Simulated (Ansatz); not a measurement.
Rows from a G0W0 calculation on PtS2 (1T monolayer) (Ansatz 0.2.0; G0W0 on PBEsol, plane waves, PAW; PAW set soft_1; 9×9×1 mesh, 274 empty bands, screening to 54 eV, PAW set soft_1 files), in eV. Spin-orbit coupling is left out.

```csv
row,Σx,Σc,Vxc,Z
A,-16.17,-3.14,-20.21,0.71
B,-16.21,-2.61,-19.64,0.74
C,-16.57,-3.11,-20.57,0.70
D,-16.30,-2.77,-19.93,0.72
E,-22.22,2.73,-19.27,0.71
F,-22.01,2.55,-19.28,0.72
```

Question: Which rows are filled states and which are empty ones, and how can one tell?

Filled: E and F. Empty: A, B, C and D. The sign of Σc tells: for a filled state bare exchange, which holds its interaction with itself, lies below Vxc (Σx − Vxc is -2.7 eV or lower here) and screening gives part back as a positive Σc. For an empty state Σx lies above Vxc (+3.4 eV or more) and the Coulomb hole leaves Σc negative.

[Paths, hosts, dates, memory and timing lines, banners, echoed tables and standing remarks are left out of the program output.]

[Logs are printed without paths, hosts, clocks, repeated set-up lines and the standing remarks that a program may print on its own settings, such as how far it seeks lower states.]

[Runs of the session that timed out or met a known fault of the program may be left out.]

[Cells called generated may have been cut or substituted from an entry of the Crystallography Open Database or the Materials Project.]

[Hosts, paths, dates, database ids (printed as entryN), source tags and the programs' standing remarks are cut or masked in the printed files.]
